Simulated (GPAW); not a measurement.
Consider NbRu (Pm-3m).

```xyz
2
Lattice="3.1840 0.0000 0.0000 0.0000 3.1840 0.0000 0.0000 0.0000 3.1840" Properties=species:S:1:pos:R:3 pbc="T T T"
Ru    1.5920    1.5920    1.5920
Nb    0.0000    0.0000    0.0000
```

Absorber: atom 1, with 8 Nb at 2.76 Å and 6 Ru at 3.18 Å (cube and octahedron, as in bcc, site symmetry m-3m). Method: GPAW, LDA, excited-electron core hole (neutral cell), 8-atom cell with 5.5 Å between holes, 6×6×6 k points, dipole transitions, Gaussian full width 2 eV up to 4 eV, rising linearly to 3.5 eV at 25 eV.

Q: Predict the near-edge structure at the Ru L₃ edge.

Main maxima up to 30 eV above the zero (height): 0.8 eV (2.86), 14.0 eV (1.04), 18.8 eV (0.73) and 24.2 eV (0.79). At an L edge the dipole rule selects empty d (and weakly s) states on the absorber, and the strong line at the onset measures the empty part of its d band. 

The Ru L₃ spectrum (energy from the lowest empty level; intensity scaled to a mean of 1 over the first 20 eV):

| E (eV) | intensity |
| --- | --- |
| -2.0 | 0.06 |
| -1.5 | 0.25 |
| -1.0 | 0.69 |
| -0.5 | 1.44 |
| 0.0 | 2.27 |
| 0.5 | 2.78 |
| 1.0 | 2.82 |
| 1.5 | 2.52 |
| 2.0 | 2.21 |
| 2.5 | 1.97 |
| 3.0 | 1.67 |
| 3.5 | 1.26 |
| 4.0 | 0.88 |
| 4.5 | 0.65 |
| 5.0 | 0.55 |
| 5.5 | 0.51 |
| 6.0 | 0.48 |
| 6.5 | 0.46 |
| 7.0 | 0.43 |
| 7.5 | 0.41 |
| 8.0 | 0.40 |
| 8.5 | 0.44 |
| 9.0 | 0.52 |
| 9.5 | 0.64 |
| 10.0 | 0.76 |
| 10.5 | 0.84 |
| 11.0 | 0.89 |
| 11.5 | 0.93 |
| 12.0 | 0.96 |
| 12.5 | 0.99 |
| 13.0 | 1.01 |
| 13.5 | 1.03 |
| 14.0 | 1.04 |
| 14.5 | 1.02 |
| 15.0 | 0.98 |
| 15.5 | 0.90 |
| 16.0 | 0.80 |
| 16.5 | 0.72 |
| 17.0 | 0.67 |
| 17.5 | 0.67 |
| 18.0 | 0.69 |
| 18.5 | 0.72 |
| 19.0 | 0.73 |
| 19.5 | 0.71 |
| 20.0 | 0.67 |
| 20.5 | 0.62 |
| 21.0 | 0.60 |
| 21.5 | 0.61 |
| 22.0 | 0.64 |
| 22.5 | 0.69 |
| 23.0 | 0.74 |
| 23.5 | 0.77 |
| 24.0 | 0.79 |
| 24.5 | 0.78 |
| 25.0 | 0.76 |
| 25.5 | 0.74 |
| 26.0 | 0.72 |
| 26.5 | 0.71 |
| 27.0 | 0.70 |
| 27.5 | 0.70 |
| 28.0 | 0.69 |
| 28.5 | 0.68 |
| 29.0 | 0.67 |
| 29.5 | 0.65 |
| 30.0 | 0.65 |
| 30.5 | 0.66 |
| 31.0 | 0.69 |
| 31.5 | 0.72 |
| 32.0 | 0.74 |

Only the L₃ part is meant: spin–orbit coupling of the core level isn't computed and the L₂ copy isn't added. The script folds with a Gaussian, whereas the core hole's own line is a Lorentzian, so the onset is too steep and the first peak too high. The holes are only 5.5 Å apart, so the shape is probably not converged with cell size; no larger cell was run here. Lifetime broadening is put in by hand, and intensities beyond about 20 eV depend on it and on the partial waves; weight that the partial waves miss at high energy is lost. The structure is a published determination, not relaxed.

[Banner, clock and machine lines of the logs are left out without a mark of their own.]

[Logs are printed without paths, hosts, clocks, repeated set-up lines and the standing remarks that a program may print on its own settings, such as how far it seeks lower states.]

[Hosts, paths, dates, database ids (printed as entryN), source tags and the programs' standing remarks are cut or masked in the printed files.]

[Lists of maxima count a maximum above −3 eV only where it reaches 4 % of the highest in the window and stands out from its surroundings by 2 % of it (1.5 % where it reaches 55 %); shoulders and weaker maxima are passed over, and of the rest the first, up to two pre-edge ones and the few strongest are named.]
